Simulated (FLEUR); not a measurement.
# GdCl3: which magnetic order is lowest, part 3 of 3

Aim: find out whether GdCl3 carries moments, and which collinear order costs least.

FLEUR MaX-R8.1; LDA (VWN) with U = 6 eV on Gd f; all-electron FLAPW, Dirac cores, scalar-relativistic bands.

So far, largest spin moment in the muffin-tin sphere (μB): step 2 (start 1: ferro ++) 7.03; step 3 (order 2, typed as antiferro +-) 7.03.

### Step 5. Spin–orbit coupling, moments along [001]

Level of this step: LDA (VWN) with U = 6 eV on Gd f; all-electron FLAPW, Dirac cores, scalar-relativistic bands with spin-orbit coupling (FLEUR).

Spin–orbit coupling ties the spins to the lattice and lets orbital moments form.

A new self-consistent run of the start ferro ++, with the moments along z. Here n_mmp_mat seeds f states of whole m by Hund's three rules.

Input file inp.xml:

```
<?xml version="1.0" encoding="UTF-8" standalone="no"?>
<fleurInput fleurInputVersion="0.39">
   <comment>
      GdCl3
   </comment>
   <calculationSetup>
      <cutoffs Kmax="3.66" Gmax="11.0" GmaxXC="11.0" numbands="238"/>
      <scfLoop itmax="130" minDistance="0.0001" maxIterBroyd="15" imix="Anderson" alpha="0.05" precondParam="0.0" spinf="2.0" sdNocoIR="T"/>
      <coreElectrons ctail="T" frcor="F" kcrel="0" coretail_lmax="0"/>
      <xcFunctional name="vwn" relativisticCorrections="F"/>
      <magnetism jspins="2"/>
      <soc l_soc="T" theta="0.0" phi="0.0" spav="F"/>
      <expertModes spex="0" secvar="F"/>
      <geometryOptimization l_f="F" forcealpha="1.0" forcemix="BFGS" epsdisp="0.00001" epsforce="0.00001"/>
      <ldaU l_linMix="F" mixParam="0.05" spinf="1.0"/>
   </calculationSetup>
   <cell>
      <bzIntegration valenceElectrons="78.0" mode="hist" fermiSmearingEnergy="0.00293995">
         <kPointListSelection listName="default-1"/>
         <xi:include xmlns:xi="http://www.w3.org/2001/XInclude" href="kpts.xml"> </xi:include>
      </bzIntegration>
      <xi:include xmlns:xi="http://www.w3.org/2001/XInclude" href="sym.xml"> </xi:include>
      <bulkLattice scale="1.0">
         <bravaisMatrix>
            <row-1>   13.9140534554675952     0.0000000000000000     0.0000000000000000</row-1>
            <row-2>   -6.9570267277337976    12.0499237620455375     0.0000000000000000</row-2>
            <row-3>    0.0000000000000000     0.0000000000000000     7.7573257414830001</row-3>
         </bravaisMatrix>
      </bulkLattice>
   </cell>
   <atomSpecies>
      <species name="Gadolinium7.001" element="Gd" atomicNumber="64">
         <mtSphere radius="2.8" gridPoints="925" logIncrement="0.014"/>
         <atomicCutoffs lmax="10" lnonsphr="8"/>
         <electronConfig flipSpins="F">
            <coreConfig>(1s1/2) (2s1/2) (2p1/2) (2p3/2) (3s1/2) (3p1/2) (3p3/2) (4s1/2) (3d3/2) (3d5/2) (4p1/2) (4p3/2) (4d3/2) (4d5/2)</coreConfig>
            <valenceConfig>(5s1/2) (5p1/2) (5p3/2) (6s1/2) (4f5/2) (4f7/2) (5d3/2) (5d5/2)</valenceConfig>
            <stateOccupation state="(4f5/2)" spinUp="2.5005" spinDown="0.4995"/>
            <stateOccupation state="(4f7/2)" spinUp="4.0" spinDown="0.0"/>
            <stateOccupation state="(5d3/2)" spinUp="0.4" spinDown="0.0"/>
            <stateOccupation state="(5d5/2)" spinUp="0.6" spinDown="0.0"/>
         </electronConfig>
         <energyParameters s="6" p="6" d="5" f="4"/>
         <ldaU l="3" U="6.0" J="0.0" l_amf="F"/>
         <lo type="SCLO" l="0" n="5" eDeriv="0"/>
         <lo type="SCLO" l="1" n="5" eDeriv="0"/>
      </species>
      <species name="Chlorine (Cl)" element="Cl" atomicNumber="17">
         <mtSphere radius="2.05" gridPoints="677" logIncrement="0.017"/>
         <atomicCutoffs lmax="8" lnonsphr="6"/>
         <electronConfig flipSpins="F">
            <coreConfig>(1s1/2) (2s1/2) (2p1/2) (2p3/2)</coreConfig>
            <valenceConfig>(3s1/2) (3p1/2) (3p3/2)</valenceConfig>
            <stateOccupation state="(3p1/2)" spinUp="0.833333" spinDown="0.833333"/>
            <stateOccupation state="(3p3/2)" spinUp="1.666667" spinDown="1.666667"/>
         </electronConfig>
         <energyParameters s="3" p="3" d="3" f="4"/>
      </species>
   </atomSpecies>
   <atomGroups>
      <atomGroup species="Gadolinium7.001">
         <relPos label="                   1">1.000/3.000 -1.000/3.000 1.000/4.000</relPos>
         <relPos label="                   2">-1.000/3.000 1.000/3.000 -1.000/4.000</relPos>
         <force calculate="T" relaxXYZ="TTT"/>
      </atomGroup>
      <atomGroup species="Chlorine (Cl)">
         <relPos label="                   3">.3900000000 .3027000000 1.000/4.000</relPos>
         <relPos label="                   4">.0873000000 .3900000000 -1.000/4.000</relPos>
         <relPos label="                   5">-.3027000000 .0873000000 1.000/4.000</relPos>
         <relPos label="                   6">-.3900000000 -.3027000000 -1.000/4.000</relPos>
         <relPos label="                   7">-.0873000000 -.3900000000 1.000/4.000</relPos>
         <relPos label="                   8">.3027000000 -.0873000000 -1.000/4.000</relPos>
         <force calculate="T" relaxXYZ="TTT"/>
      </atomGroup>
   </atomGroups>
   <output dos="F" band="F" slice="F">
      <bandDOS minEnergy="-.5*Htr" maxEnergy="0.5*Htr" sigma="0.015" storeEVData="T"/>
      <plotting iplot="0" polar="F">
         <plot TwoD="T" vec1="  1.0  0.0  0.0" vec2="  0.0  1.0  0.0" vec3="  0.0  0.0  1.0" zero="  0.0  0.0  0.0" file="plot"/>
      </plotting>
      <moessbauerParams electricFieldGradient="F" isomerShift="F" coreHyperfine="F" valenceHyperfine="F"/>
   </output>
</fleurInput>
```

Input file crystal.txt:

```
GdCl3
&input film=F cartesian=F /
7.36300000002  0.00000000000  0.00000000000
-3.68150000001  6.37654504808  0.00000000000
0.00000000000  0.00000000000  4.10500000000
1.8897261246
1.0 1.0 1.0

8
64 0.33333333333  0.66666666667  0.25000000000 : 7.001
64 0.66666666667  0.33333333333  0.75000000000 : 7.001
17 0.39000000000  0.30270000000  0.25000000000
17 0.08730000000  0.39000000000  0.75000000000
17 0.69730000000  0.08730000000  0.25000000000
17 0.61000000000  0.69730000000  0.75000000000
17 0.91270000000  0.61000000000  0.25000000000
17 0.30270000000  0.91270000000  0.75000000000

&soc 0.0000000 0.0000000 /
&kpt div1=6 div2=6 div3=6 gamma=T /
```

The run is started by

```bash
> OMP_NUM_THREADS=1 inpgen -f crystal.txt > inpgen.log  # inp.xml is then edited as shown
> OMP_NUM_THREADS=1 mpirun -n 4 fleur_MPI > fleur.log
```

The program printed:

```text
[banner, memory and clock lines left out]
Welcome to FLEUR        (www.flapw.de)
      MaX-Release 8.1          (www.max-centre.eu)

 ========== k-point set info ==========
 Selected k-point list: default-1
 k-point list type: mesh
 6 x 6 x 6
 Number of k points: 32

 [... set-up left out ...]
 Iteration:     1   Distance:      15.88547006 me/bohr^3
 Iteration:     2   Distance:      15.22412566 me/bohr^3
 Iteration:     3   Distance:       6.11337491 me/bohr^3
 Iteration:     4   Distance:       5.33852653 me/bohr^3
 Iteration:     5   Distance:       1.40232935 me/bohr^3
 Iteration:     6   Distance:       0.32785720 me/bohr^3
 Iteration:     7   Distance:       0.21712104 me/bohr^3
 Iteration:     8   Distance:       0.05543040 me/bohr^3
 Iteration:     9   Distance:       0.05188352 me/bohr^3
 Iteration:    10   Distance:       0.02044691 me/bohr^3
 Iteration:    11   Distance:       0.00440429 me/bohr^3
 Iteration:    12   Distance:       0.00350044 me/bohr^3
 Iteration:    13   Distance:       0.00087946 me/bohr^3
 Iteration:    14   Distance:       0.00029457 me/bohr^3
 Iteration:    15   Distance:       0.00018893 me/bohr^3
 Iteration:    16   Distance:       0.00017471 me/bohr^3
 Iteration:    17   Distance:       0.00007292 me/bohr^3

 ********************************************************************
 Run finished successfully
 Stop message:
   all done
 ********************************************************************

--- out.xml (last complete iteration) ---
<iteration numberForCurrentRun="   17" overallNumber="   17">
         [... left out ...]
         <bandgap value="3.8273077709" units="eV"/>
         <sumValenceSingleParticleEnergies value="-18.4624878166" units="Htr"/>
         <FermiEnergy value="0.1051125859" units="Htr"/>
         [... left out ...]
         <magneticMomentsInMTSpheres units="muBohr">
            <globalMagMoment atomType="1" vec="0.00000   0.00000   7.01995"/>
            <globalMagMoment atomType="2" vec="0.00000   0.00000  -0.02255"/>
         </magneticMomentsInMTSpheres>
         <orbitalMomentsInMTSpheres units="muBohr">
            <globalMagMoment atomType="1" vec="0.00000   0.00000   0.00331"/>
            <globalMagMoment atomType="2" vec="0.00000   0.00000  -0.00012"/>
         </orbitalMomentsInMTSpheres>
         [... left out ...]
         <totalEnergy value="   -25307.9866324216" units="Htr">
            <sumOfEigenvalues value="   -15450.8914737649">
               <coreElectrons value="-15432.4289859483"/>
               <valenceElectrons value="-18.4624878166"/>
            </sumOfEigenvalues>
         [... left out ...]
            <freeEnergy value="-25307.9866324216"/>
            <extrapolationTo0K value="-25307.9866324216"/>
         </totalEnergy>
         [... left out ...]
         <ldaUDensityMatrixConvergence>
            <distance spin="1" distance="0.000000"/>
            <distance spin="2" distance="0.000003"/>
         </ldaUDensityMatrixConvergence>
         <densityConvergence units="me/bohr^3">
            <chargeDensity spin="1" distance="0.0000539594"/>
            <chargeDensity spin="2" distance="0.0000440960"/>
            <overallChargeDensity distance="0.0000729187"/>
            <spinDensity distance="0.0000662949"/>
         </densityConvergence>
      </iteration>
```

Elapsed: 9.1 min, on 4 MPI ranks of Intel Xeon Platinum 8488C (Sapphire Rapids), shared host; peak memory 1.2 GiB.

Spin moment in the muffin-tin sphere by atom:

```tsv
atom	spin moment in the muffin-tin sphere (μB)
Gd1	7.02
Gd2	7.02
Cl3	-0.02
Cl4	-0.02
Cl5	-0.02
Cl6	-0.02
Cl7	-0.02
Cl8	-0.02
```

Read from the output:

```yaml
free_energy: -688665.3994 eV
program_s_band_gap_on_this_mesh_in_a_metal_only_a_level_spacing: 3.827 eV
magnetization: 13.98 μB
final_state: ferromagnetic
orbital_moment_along_the_spin: 0 μB
```

Orbital moment in the sphere, along the spin axis by atom:

```tsv
atom	orbital moment in the sphere, along the spin axis (μB)
Gd1	0.0033
Gd2	0.0033
Cl3	-0.0001
Cl4	-0.0001
Cl5	-0.0001
Cl6	-0.0001
Cl7	-0.0001
Cl8	-0.0001
```

### Step 6. Outcome

```
lowest state found                                                          : ferromagnetic (typed ferro ++)
largest site spin moment                                                    : 7.03 μB
next finished state                                                         : antiferromagnetic, 0.389 meV a seeded atom higher
orbital moment on the atom of largest spin, along its spin (spin–orbit run) : 0.00331 μB
spin plus orbital moment                                                    : Gd 7.02 μB
```

**Reading.** The lowest state found is ferromagnetic, reached from the start ferro ++, with moments up to 7.03 μB. The two lowest states lie so close that the mesh, the functional or spin–orbit coupling could swap them. The shell is near half filling, where Hund's rules give no orbital moment. Only 2 starts were tried; other patterns of signs, canted and longer-period orders were not. The f shell is half filled, so the spin-only picture is fair.

[Logs and program files are shortened in this print: banners, set-up blocks, solver, clock and traceback lines can be left out without a mark of their own.]

[Logs are printed without paths, hosts, clocks, repeated set-up lines and the standing remarks that a program may print on its own settings, such as how far it seeks lower states.]

[Hosts, paths, dates, database ids (printed as entryN), source tags and the programs' standing remarks are cut or masked in the printed files.]

[Where a cell is said to come from a database of computed structures, the database is the Materials Project.]
